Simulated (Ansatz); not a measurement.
# A hypothetical structure for HfTe2MoS2

This structure for HfTe2MoS2 is made up. Its elements were placed in a known structure type with a cell scaled to their sizes. What cell does the guess relax to, and how far off was it?

Method: DFT, r2SCAN, plane-wave PAW, files of the set soft_1, scalar-relativistic, no spin, cell and ions relaxed at zero pressure; PAW set soft_1, in Ansatz 0.2.0.

## 1. Starting point

It takes space group P-3m1 (No. 164, trigonal). Conventional cell: a = 3.720 Å, b = 3.720 Å, c = 13.599 Å, α = 90.00°, β = 90.00°, γ = 120.00°. Nearest to Hf lie 6 S at 2.70 Å. Nearest to Te lie 3 Mo at 2.77 Å. Mo has 6 Te at 2.77 Å nearest. S has 3 Hf at 2.70 Å nearest. Farther neighbours and most contacts between anions are not listed.

## 2. Relaxing cell and atoms

The guessed cell has no reason to be at equilibrium. It is relaxed with the atoms, within the space group of the guess.

input.yaml reads:

```yaml
crystal:
  lattice:
    - [3.72, 0.0, 0.0]
    - [-1.86, 3.221614502, 0.0]
    - [0.0, 0.0, 13.599]
  atoms:
    - { symbol: Hf, position: [0.0, 0.0, 0.0] }
    - { symbol: Te, position: [0.666666667, 0.333333333, 0.6281] }
    - { symbol: Te, position: [0.333333333, 0.666666667, 0.3719] }
    - { symbol: Mo, position: [0.0, 0.0, 0.5] }
    - { symbol: S, position: [0.666666667, 0.333333333, 0.1209] }
    - { symbol: S, position: [0.333333333, 0.666666667, 0.8791] }
kpoints:
  mp_grid: { grid: [8, 8, 2] }
scf:
  occupations: { method: fermi_dirac, width: 0.05 }
hamiltonian:
  xc: r2scan
  pseudopotentials: { kind: paw, azcp: { folder: soft_1 } }
relax:
  f_tol: 0.015
  max_steps: 70
  cell: {}
output:
  forces: true
  stress: true
```

Launch:

```console
$ ansatz run input.yaml --threads 4 --pin off --max-ram 10240MiB --backend cpu --events-out ev --progress --plain --runs-dir out
```

Numbers of over 12 decimals in the logs are rounded to 6 here.

The log of the run:

```text
Engine: ansatz 0.2.0, aarch64-unknown-linux-gnu
Pseudopotentials: kind: paw
Pseudopotential: Hf, paw, valence charge 26, recommended cutoff 500 eV (meta_gga), soft_1/Hf.paw.azcp
Pseudopotential: Te, paw, valence charge 16, recommended cutoff 500 eV (meta_gga), soft_1/Te.paw.azcp
Pseudopotential: Mo, paw, valence charge 14, recommended cutoff 500 eV (meta_gga), soft_1/Mo.paw.azcp
Pseudopotential: S, paw, valence charge 6, recommended cutoff 500 eV (meta_gga), soft_1/S.paw.azcp
Functional definition: r2SCAN
  parameter k0 = 0.174
  parameter k1 = 0.065
  parameter a1 = 4.9479
  exchange = r2scan_x(k0 = k0, k1 = k1, a1 = a1)
  correlation = r2scan_c
Crystal: 6 atoms, lattice volume = 162.976 Å³
Basis set: ecut = 500 eV, 4141 PW (Γ), exchange–correlation on 120×120×400 points (64 copies of the dense FFT grid, shifted against one another)
Bands: 51, of which v1, the nominal top of the filled ones, is band 42 counted from 1 (41 counted from 0)
Symmetry: 12 space group operations
Space group: P-3m1 (ITA 164), of the structure as read, at distance tolerance 5.5e-5 Å
k-points: 20 of 128
Non-local potential: Hf, projectors of the file, l = 0: 3, l = 1: 2, l = 2: 2, l = 3: 3
Non-local potential: Te, projectors of the file, l = 0: 2, l = 1: 2, l = 2: 2, l = 3: 1
Non-local potential: Mo, projectors of the file, l = 0: 3, l = 1: 2, l = 2: 2, l = 3: 1
Non-local potential: S, projectors of the file, l = 0: 2, l = 1: 2, l = 2: 1
PAW form: soft (Blöchl's): semilocal exchange-correlation on the pseudo side does not see the compensation charge
PAW frozen core: Hf, regenerated for the run's functional (the file was generated under x = pbe(κ = 0.804, μ = 0.219515), c = pbe(β = 0.066725))
PAW frozen core: Te, regenerated for the run's functional (the file was generated under x = pbe(κ = 0.804, μ = 0.219515), c = pbe(β = 0.066725))
PAW frozen core: Mo, regenerated for the run's functional (the file was generated under x = pbe(κ = 0.804, μ = 0.219515), c = pbe(β = 0.066725))
PAW frozen core: S, regenerated for the run's functional (the file was generated under x = pbe(κ = 0.804, μ = 0.219515), c = pbe(β = 0.066725))
PAW one-centre angular grid: Hf, 974 points (default); XC on 224 Gauss nodes
PAW one-centre angular grid: Te, 590 points (default); XC on 160 Gauss nodes
PAW one-centre angular grid: Mo, 590 points (default); XC on 160 Gauss nodes
PAW one-centre angular grid: S, 302 points (default); XC on 160 Gauss nodes
Initial density: superposition of atomic densities (chi_scale 0.1, normalization cell), built separately for each of the 2 bonded fragments (scf.initial_density.interfragment_charge_transfer: auto; true builds it for the cell as a whole; a typed value also counts as a typed key of the start: scf.initial_density.chi_scale says what that changes, if anything)
Initial wavefunctions: pseudopotential atomic-orbital guess
Functional: x = r2scan, c = r2scan; τ floored in thin density (d = 2e-4 eV/Å³)
SCF iter   1: F=—  HF=-36514.703376 eV  |F-HF|=—  |Δ(HF+E_count)|=         —  Δρ=1.04e-1  dr2=1.92e2  dr2_τ=1.81e0  ethr=3.10e-3  ⟨swp⟩=6.8  Hψ=3923  notcnv=0  defer=1
preconditioner: auto → LDOS  [metal: Δε(μ)=0.019 eV  Ē_g=11.274 eV  σ=0.050 eV  W_gap=0.09  n_scr=52 (ndim 8)  ℏωp=20.2 eV  f_vac=0.046  D(μ)=6.56/eV (n_scr^D=64)  β→1.0]
SCF iter   2: F=—  HF=-36511.570588 eV  |F-HF|=—  |Δ(HF+E_count)|=    3.13e0  Δρ=1.14e-1  dr2=4.90e1  dr2_τ=6.46e0  ethr=3.10e-3  ⟨swp⟩=4.1  Hψ=2645  notcnv=0  defer=37
SCF iter   3: F=—  HF=-36510.745509 eV  |F-HF|=—  |Δ(HF+E_count)|=   8.25e-1  Δρ=6.56e-2  dr2=4.97e1  dr2_τ=4.06e-1  ethr=3.10e-3  ⟨swp⟩=4.6  Hψ=2351  notcnv=0  defer=48
SCF iter   4: F=—  HF=-36508.580508 eV  |F-HF|=—  |Δ(HF+E_count)|=    2.17e0  Δρ=2.38e-2  dr2=3.51e0  dr2_τ=1.25e-1  ethr=3.10e-3  ⟨swp⟩=3.5  Hψ=2039  notcnv=0  defer=48
SCF iter   5: F=—  HF=-36508.133318 eV  |F-HF|=—  |Δ(HF+E_count)|=   4.47e-1  Δρ=1.02e-2  dr2=1.31e0  dr2_τ=1.24e-2  ethr=3.10e-3  ⟨swp⟩=3.0  Hψ=1491  notcnv=0  defer=26
automatic band count: iteration 5 solves 50 bands in place of 51: the levels show a gap, and the empty bands left out lie too high to hold charge; the band table lists the bands solved (type scf.n_extra_bands for more)
SCF iter   6: F=—  HF=-36508.006670 eV  |F-HF|=—  |Δ(HF+E_count)|=   1.27e-1  Δρ=6.56e-3  dr2=6.80e-1  dr2_τ=3.22e-3  ethr=1.56e-3  ⟨swp⟩=8.6  Hψ=2616  notcnv=0  defer=23
automatic band count: iteration 6 solves 51 bands in place of 50: the levels no longer show a gap clear of their residuals, so the SCF keeps every band
SCF iter   7: F=—  HF=-36507.899792 eV  |F-HF|=—  |Δ(HF+E_count)|=   1.07e-1  Δρ=3.69e-3  dr2=2.77e-1  dr2_τ=1.50e-3  ethr=8.10e-4  ⟨swp⟩=2.1  Hψ=1280  notcnv=0  defer=37
SCF iter   8: F=—  HF=-36507.882165 eV  |F-HF|=—  |Δ(HF+E_count)|=   1.76e-2  Δρ=4.12e-3  dr2=3.15e-1  dr2_τ=2.53e-3  ethr=3.30e-4  ⟨swp⟩=3.1  Hψ=1685  notcnv=0  defer=38
SCF iter   9: F=—  HF=-36507.870747 eV  |F-HF|=—  |Δ(HF+E_count)|=   1.14e-2  Δρ=1.78e-3  dr2=6.44e-2  dr2_τ=3.48e-5  ethr=3.30e-4  ⟨swp⟩=2.0  Hψ=1195  notcnv=0  defer=27
SCF iter  10: F=—  HF=-36507.868171 eV  |F-HF|=—  |Δ(HF+E_count)|=   2.58e-3  Δρ=2.34e-4  dr2=8.60e-4  dr2_τ=1.76e-5  ethr=7.67e-5  ⟨swp⟩=1.1  Hψ=1055  notcnv=0  defer=26
SCF iter  11: F=—  HF=-36507.868200 eV  |F-HF|=—  |Δ(HF+E_count)|=   2.88e-5  Δρ=2.25e-4  dr2=1.05e-3  dr2_τ=9.17e-6  ethr=1.02e-6  ⟨swp⟩=1.9  Hψ=1102  notcnv=0  defer=26
SCF iter  12: F=—  HF=-36507.868153 eV  |F-HF|=—  |Δ(HF+E_count)|=   4.74e-5  Δρ=4.49e-5  dr2=3.77e-5  dr2_τ=6.68e-8  ethr=1.02e-6  ⟨swp⟩=1.0  Hψ=994  notcnv=0  defer=26
SCF iter  13: F=—  HF=-36507.868116 eV  |F-HF|=—  |Δ(HF+E_count)|=   3.68e-5  Δρ=9.78e-6  dr2=2.87e-7  dr2_τ=9.33e-9  ethr=4.49e-8  ⟨swp⟩=1.1  Hψ=1018  notcnv=0  defer=26
SCF iter  14: F=—  HF=-36507.868116 eV  |F-HF|=—  |Δ(HF+E_count)|=   1.49e-7  Δρ=9.52e-6  dr2=1.91e-6  dr2_τ=1.67e-8  ethr=1.19e-10  ⟨swp⟩=5.1  Hψ=3901  notcnv=0
SCF iter  15: F=-36507.868116 eV  HF=-36507.868116 eV  |F-HF|=1.56e-8  |Δ(HF+E_count)|=   8.95e-8  Δρ=1.28e-6  dr2=1.72e-8  dr2_τ=1.89e-10  ethr=1.19e-10  ⟨swp⟩=3.1  Hψ=3419  notcnv=0
SCF 1 converged in 15 iterations: F = -36507.868116 eV  dr2 = 1.72e-8
  greatest PAW one-centre occupation: 0.999 electrons in one spin orbital (limit 2), on the Mo atom at site 3 (counted from 0), in its partial waves of l = 0
relax step   1: F+E_penalty+E_count = -36507.86811573 eV  Δ(F+E_penalty+E_count) = +0.000e0 eV  max|allowed force component| = 2.395e0 eV/Å  Δτ_max = 0.0000 Å  P = -7.459 GPa  Ω = 162.976 Å³  (15 SCF iters, dr2 threshold 1.00e-7 eV, accepted)
Crystal: 6 atoms, lattice volume = 154.069 Å³
[...]
SCF iter   6: F=—  HF=-36508.542072 eV  |F-HF|=—  |Δ(HF+E_count)|=   4.57e-3  Δρ=2.53e-3  dr2=1.37e-1  dr2_τ=1.05e-3  ethr=1.44e-5  ⟨swp⟩=2.1  Hψ=1339  notcnv=0  defer=33
SCF iter   7: F=—  HF=-36508.536634 eV  |F-HF|=—  |Δ(HF+E_count)|=   5.44e-3  Δρ=6.04e-4  dr2=5.93e-3  dr2_τ=6.71e-5  ethr=1.44e-5  ⟨swp⟩=1.9  Hψ=1205  notcnv=0  defer=33
SCF iter   8: F=—  HF=-36508.536411 eV  |F-HF|=—  |Δ(HF+E_count)|=   2.24e-4  Δρ=3.84e-4  dr2=2.71e-3  dr2_τ=1.74e-5  ethr=7.06e-6  ⟨swp⟩=1.0  Hψ=1151  notcnv=0  defer=33
SCF iter   9: F=—  HF=-36508.536291 eV  |F-HF|=—  |Δ(HF+E_count)|=   1.20e-4  Δρ=1.07e-4  dr2=1.92e-4  dr2_τ=8.12e-7  ethr=3.22e-6  ⟨swp⟩=1.0  Hψ=987  notcnv=0  defer=33
SCF iter  10: F=—  HF=-36508.536257 eV  |F-HF|=—  |Δ(HF+E_count)|=   3.45e-5  Δρ=7.64e-5  dr2=1.29e-4  dr2_τ=9.76e-7  ethr=2.28e-7  ⟨swp⟩=2.0  Hψ=1260  notcnv=0  defer=33
SCF iter  11: F=—  HF=-36508.536252 eV  |F-HF|=—  |Δ(HF+E_count)|=   4.92e-6  Δρ=3.21e-5  dr2=2.21e-5  dr2_τ=7.62e-9  ethr=1.54e-7  ⟨swp⟩=1.0  Hψ=987  notcnv=0  defer=33
SCF iter  12: F=—  HF=-36508.536251 eV  |F-HF|=—  |Δ(HF+E_count)|=   1.03e-6  Δρ=8.17e-6  dr2=1.50e-6  dr2_τ=9.14e-10  ethr=2.63e-8  ⟨swp⟩=1.4  Hψ=1009  notcnv=0  defer=33
SCF iter  13: F=-36508.536251 eV  HF=-36508.536251 eV  |F-HF|=4.11e-8  |Δ(HF+E_count)|=   7.81e-8  Δρ=1.52e-6  dr2=3.35e-8  dr2_τ=1.46e-10  ethr=7.14e-10  ⟨swp⟩=4.2  Hψ=3270  notcnv=0
SCF 3 converged in 13 iterations: F = -36508.536251 eV  dr2 = 3.35e-8
relax step   3: F+E_penalty+E_count = -36508.53625058 eV  Δ(F+E_penalty+E_count) = +1.668e-2 eV  max|allowed force component| = 7.066e-1 eV/Å  Δτ_max = 0.1561 Å  P = -0.054 GPa  Ω = 144.990 Å³  energy of the carried Pulay correction = +1.945e-3 eV  (13 SCF iters, dr2 threshold 6.00e-7 eV, rejected (line search))
[...]
relax step   4: F+E_penalty+E_count = -36508.60515340 eV  Δ(F+E_penalty+E_count) = -5.223e-2 eV  max|allowed force component| = 2.337e-2 eV/Å  Δτ_max = 0.0626 Å  P = -0.169 GPa  Ω = 150.253 Å³  energy of the carried Pulay correction = +1.353e-3 eV  (14 SCF iters, accepted)
[...]
relax step   5: F+E_penalty+E_count = -36508.60565353 eV  Δ(F+E_penalty+E_count) = -5.001e-4 eV  max|allowed force component| = 8.194e-3 eV/Å  Δτ_max = 0.0040 Å  P = +0.044 GPa  Ω = 150.190 Å³  energy of the carried Pulay correction = +1.359e-3 eV  (5 SCF iters, dr2 threshold 1.49e-7 eV, accepted)
[...]
relax step   6: F+E_penalty+E_count = -36508.60567748 eV  Δ(F+E_penalty+E_count) = -2.395e-5 eV  max|allowed force component| = 8.991e-4 eV/Å  Δτ_max = 0.0028 Å  P = +0.015 GPa  Ω = 150.421 Å³  energy of the carried Pulay correction = +1.334e-3 eV  (6 SCF iters, dr2 threshold 9.39e-9 eV, accepted)
Basis set: ecut = 500 eV, 3829 PW (Γ), exchange–correlation on 108×108×400 points (64 copies of the dense FFT grid, shifted against one another)
Initial wavefunctions: pseudopotential atomic-orbital guess (no wavefunctions were taken with the density)
iter 1 solved again at ethr=1.13e-6 eV; its pass at ethr=3.10e-3 eV (dr2=9.48e-4 eV) is discarded
SCF iter   1: F=—  HF=-36508.604622 eV  |F-HF|=—  |Δ(HF+E_count)|=         —  Δρ=6.24e-5  dr2=6.58e-7  dr2_τ=6.23e-6  ethr=1.13e-6  ⟨swp⟩=3.3  Hψ=6836  notcnv=0
eigensolver tolerance schedule: the retry pair's looser diagonalisation over-reported the residual by 1438.67 of it (diagonalisation noise at 1.10 of the residual, at the tolerance the schedule requests for it); recorded, not acted on — ethr = c·dr2/N_el stays at c = 1.0e-1
preconditioner: auto → LDOS  [metal: Δε(μ)=0.102 eV  Ē_g=10.409 eV  σ=0.050 eV  W_gap=0.40  n_scr=52 (ndim 8)  ℏωp=21.0 eV  f_vac=0.082  D(μ)=2.21/eV (n_scr^D=6)  β→1.0]
SCF iter   2: F=—  HF=-36508.604584 eV  |F-HF|=—  |Δ(HF+E_count)|=   3.77e-5  Δρ=8.62e-6  dr2=2.38e-7  dr2_τ=9.05e-9  ethr=7.84e-10  ⟨swp⟩=3.4  Hψ=2614  notcnv=0
SCF iter   3: F=—  HF=-36508.604584 eV  |F-HF|=—  |Δ(HF+E_count)|=   4.69e-8  Δρ=4.01e-6  dr2=4.92e-8  dr2_τ=1.74e-9  ethr=2.83e-10  ⟨swp⟩=2.5  Hψ=1850  notcnv=0
SCF iter   4: F=—  HF=-36508.604584 eV  |F-HF|=—  |Δ(HF+E_count)|=   1.21e-8  Δρ=1.39e-6  dr2=9.07e-9  dr2_τ=1.90e-10  ethr=5.86e-11  ⟨swp⟩=2.0  Hψ=1826  notcnv=0
SCF iter   5: F=—  HF=-36508.604584 eV  |F-HF|=—  |Δ(HF+E_count)|=   1.59e-9  Δρ=3.55e-7  dr2=4.03e-10  dr2_τ=1.60e-11  ethr=1.08e-11  ⟨swp⟩=2.0  Hψ=1430  notcnv=0
SCF iter   6: F=-36508.604584 eV  HF=-36508.604584 eV  |F-HF|=2.91e-11  |Δ(HF+E_count)|=  2.91e-11  Δρ=1.10e-7  dr2=3.28e-11  dr2_τ=3.92e-12  ethr=1.00e-12  ⟨swp⟩=4.0  Hψ=4982  notcnv=0
SCF 7 converged in 6 iterations: F = -36508.604584 eV  dr2 = 3.28e-11
relax step   7: F+E_penalty+E_count = -36508.60458438 eV  Δ(F+E_penalty+E_count) = +1.093e-3 eV  max|allowed force component| = 1.144e-3 eV/Å  Δτ_max = 0.0000 Å  P = +0.010 GPa  Ω = 150.421 Å³  stress off target by 1.35e-2 GPa  SCF on the basis re-selected at this cell (its energy is not comparable with the rows above)  (6 SCF iters)
basis re-selected at this cell: Δ(F+E_penalty+E_count) = +1.093e-3 eV, ΔP = -0.005 GPa vs the last step (what re-selecting the basis moved, of the pressure what is left beyond the Pulay correction that the steps carried, after the strain that the cell walked since its last selection, with what the two solves' SCF thresholds leave and, on support functions, any second-order correction that the steps lacked; it is no measure of the basis error at this ecutwfc). The dense FFT grid was sized anew with the basis: this SCF ran on 27×27×100 points, the steps before it on 30×30×100, so part of this shift can come from that change (see relax.cell in the input reference). [rest of the remark cut]
SCF converged after 6 iterations
Free energy (F): -36508.604584 eV
Harris-Foulkes:  -36508.604584 eV  (|F-HF|=2.91e-11)
Internal energy: -36508.586900 eV  (E = F + TS)
E sigma→0 (E₀):  -36508.595742 eV
Entropy (-TS):   -0.017684 eV (-2.947 meV/atom)
Fermi energy:    10.427069 eV
--- Per-component energies (eV) ---
  E_band       = -944.299448
  E_kinetic    = 1380.291742
  E_local      = -14666.399423  (includes V_loc(G=0)·N_el)
  E_nonlocal   = 407.958514
  E_hartree    = 6932.754689
  E_xc         = -816.198210
  E_vxc        = -919.409102  (∫ρ·V_xc dr)
  E_paw        = -21576.093901  (= ΣΔE_a)
  E_vpaw       = -1063.842718  (= ΣTr[D̂ρ^β])
  E_aug_tail   = 0.000152  (compensation charges beyond the density's cutoff)
  E_vtau       = 51.591513  (kinetic-family band-sum trace: ∫τ·v_τ [+ j·A + Jᵃ·Aᵃ] dr)
  E_ewald      = -8171.351030
  E_core_change = 0.450567  (= ΣΔE_core)
  E_smearing   = -0.017684  (= −TS)
  E_closure    = -0.000000  (closes the sum)
  Σ components = -36508.604584   (vs F -36508.604584, Δ=0.00e0)
--- Forces (eV/Å), atoms counted from 1 ---
  atom   1  Hf     0.00000000     0.00000000     0.00000000
  atom   2  Te    -0.00000000     0.00000000     0.00114404
  atom   3  Te     0.00000000     0.00000000    -0.00114404
  atom   4  Mo     0.00000000     0.00000000     0.00000000
  atom   5  S      0.00000000     0.00000000    -0.00060958
  atom   6  S     -0.00000000    -0.00000000     0.00060958
  max |Σ_I F_I| component: 1.33e-29 eV/Å
--- Stress (GPa, compression-positive) ---
        0.008908      -0.000000      -0.000000
        0.000000       0.008908       0.000000
       -0.000000       0.000000       0.013503
  P = ⅓ Tr σ = 0.0104 GPa (0.104 kbar)
--- Relaxed structure (6 steps of the walk, 5 accepted, 1 SCFs on fresh bases) ---
  F+E_penalty+E_count = -36508.60458438 eV   max|allowed force component| = 1.144e-3 eV/Å   (the final SCF, on the basis selected at the relaxed cell)
  cell:  # Å, volume = 150.4210 Å³
    - [3.596693, 0, 0]
    - [-1.798346, 3.114827, 0]
    - [0, 0, 13.426758]
  atoms:
    - { symbol: Hf, position: [0, 0, 0] }
    - { symbol: Te, position: [0.666667, 0.333333, 0.633782] }
    - { symbol: Te, position: [0.333333, 0.666667, 0.366218] }
    - { symbol: Mo, position: [0, 0, 0.5] }
    - { symbol: S, position: [0.666667, 0.333333, 0.108937] }
    - { symbol: S, position: [0.333333, 0.666667, 0.891063] }
```

Run time: 33 s. Hardware: 4 threads of Arm Neoverse V2, shared host; peak memory 1 GiB; 2.1 min of CPU time.

The steps of the relaxation:

```
step  energy less that of the first step (eV)  largest force component (eV/Å)  pressure (GPa)  volume (Å³)
   1                                   0.0000                          2.3947           -7.46       162.98
   2                                  -0.6848                          0.4972            0.35       154.07
   3                                  -0.6681                          0.7066           -0.05       144.99
   4                                  -0.7370                          0.0234           -0.17       150.25
   5                                  -0.7375                          0.0082            0.04       150.19
   6                                  -0.7376                          0.0009            0.02       150.42
  7*                                  -0.7365                          0.0011            0.01       150.42
```

Relaxation steps marked * repeat the geometry before them on a plane-wave basis chosen anew for their cell, so energy and pressure can jump there. Relaxation step 3 was tried and not accepted.

Forces are held to the 12 operations that the run works with; a distortion that breaks them can't arise in this run.

```
conventional cell, symmetrised  before   after  change
                         a (Å)   3.720   3.597  -3.3 %
                         b (Å)   3.720   3.597  -3.3 %
                         c (Å)  13.599  13.427  -1.3 %
              volume (Å³/atom)   27.16   25.07  -7.7 %
```

The atoms that moved most (Å, as changes of fractional coordinates times the final cell):

```
atom     dx     dy      dz  length
  S6  0.000  0.000   0.161   0.161
  S5  0.000  0.000  -0.161   0.161
 Te2  0.000  0.000   0.076   0.076
 Te3  0.000  0.000  -0.076   0.076
```

The relaxed structure:

```
Hf Te Mo S
1.0
     3.59669    0.00000    0.00000
    -1.79835    3.11483    0.00000
     0.00000    0.00000   13.42676
Hf Te Mo S
1 2 1 2
Direct
  0.00000 0.00000 0.00000
  0.66667 0.33333 0.63378
  0.33333 0.66667 0.36622
  0.00000 0.00000 0.50000
  0.66667 0.33333 0.10894
  0.33333 0.66667 0.89106
```

Numbers from this step:

```yaml
free_energy: -36508.6046 eV
energy_at_zero_smearing: -36508.5957 eV
smearing_term_ts: 0.01768 eV
fermi_energy: 10.43 eV
gap_by_band_count: 0.03559 eV
electrons: 84
symmetry_operations: 12
pressure: 0.01044 GPa
```

The shortest distance of each pair, which need not be the same contact before and after:

```
 pair  guess (Å)  relaxed (Å)
 Hf–S      2.705        2.540
Mo–Te      2.765        2.746
  S–S      3.720        3.587
Hf–Hf      3.720        3.597
Te–Te      3.720        3.597
```

The relaxation ends with a largest force component of 0.0011 eV/Å and a pressure of 0.01 GPa.

## 3. What came out

| Item | Value |
| --- | --- |
| space group, relaxed | P-3m1 |
| conventional cell | a = 3.597, b = 3.597, c = 13.427 Å; α = 90.0°, β = 90.0°, γ = 120.0° |
| volume per atom | 25.07 Å³ (guess 27.16) |

In words: HfTe2MoS2 relaxes to P-3m1 with a = 3.597, b = 3.597 and c = 13.427 Å. The guessed volume was 8 % too large. The space group P-3m1 was held in the relaxation, so the end point is a stationary structure within it and may be a saddle against distortions or other arrangements. Mesh and cutoff weren't tested. Spin-orbit coupling is left out, which can matter for elements this heavy. No dispersion term is used, so weakly bound directions may come out too long. The runs have no spin, and magnetism wasn't tested. Nothing here tests whether the compound is stable against decomposition.

[Logs are printed without paths, hosts, clocks, repeated set-up lines and the standing remarks that a program may print on its own settings, such as how far it seeks lower states.]

[Hosts, paths, dates, database ids (printed as entryN), source tags and the programs' standing remarks are cut or masked in the printed files.]
